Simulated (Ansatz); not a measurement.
Two G0W0 runs on PtSe2/PtSe2 (1T bilayer).

The cell holds 6 atoms: 2 Pt and 4 Se. Its edges and angles: a = 3.710 Å, b = 3.710 Å, c = 39.600 Å, α = 90.0°, β = 90.0°, γ = 120.0°. Regions: layer 1 (PtSe2), 3 atoms (1 Pt and 2 Se); layer 2 (PtSe2), 3 atoms (1 Pt and 2 Se). Vacuum lies along c.

```xyz
6
Lattice="3.7096 0.0000 0.0000 -1.8548 3.2126 0.0000 0.0000 0.0000 39.6000" Properties=species:S:1:pos:R:3
Pt    0.0000    0.0000   17.0221
Se    0.0000    2.1417   18.3398
Se    1.8548    1.0709   15.6956
Pt    0.0000    2.1417   22.5779
Se    1.8548    1.0709   23.9044
Se    0.0000    0.0000   21.2602
```

The structure was relaxed with PBE-D3(BJ). The runs that relaxed it are not among those shown. Spin-orbit coupling is left out unless a run names it. PAW set soft_2, made with PBE.

The first (Ansatz 0.2.0; start PBE, 6×6×1 mesh, 696 empty bands, screening to 75 eV; 8 threads of Arm Neoverse V2, shared host) gave, on its mesh: starting gap 0.95 eV, G0W0 gap 1.51 eV, mean of 1 + 4πα/V (set by the cell height) 4.60, 5.7 min.

**Question.** The second changes empty bands from 696 to 281 and screening cutoff (eV) from 75.0 to 41. What does it give?

It gave: starting gap 0.95 eV, G0W0 gap 1.44 eV, mean of 1 + 4πα/V (set by the cell height) 4.73, 70 s. The G0W0 gap moves by −0.08 eV, +0.00 eV from the start and −0.08 eV from the correction. Σc changes by +0.32 eV at the valence top and +0.24 eV at the conduction bottom, and Σx − Vxc between them by +0.0001 eV.

Limits: not at the basis limit; coarse mesh for a sheet; no spin polarisation; d states lean on the start; no spin-orbit coupling.

[Paths, hosts, dates, memory and timing lines, banners, echoed tables and standing remarks are left out of the program output.]

[Logs are printed without paths, hosts, clocks, repeated set-up lines and the standing remarks that a program may print on its own settings, such as how far it seeks lower states.]

[Runs of the session that timed out or met a known fault of the program may be left out.]

[Cells called generated may have been cut or substituted from an entry of the Crystallography Open Database or the Materials Project.]

[Hosts, paths, dates, database ids (printed as entryN), source tags and the programs' standing remarks are cut or masked in the printed files.]
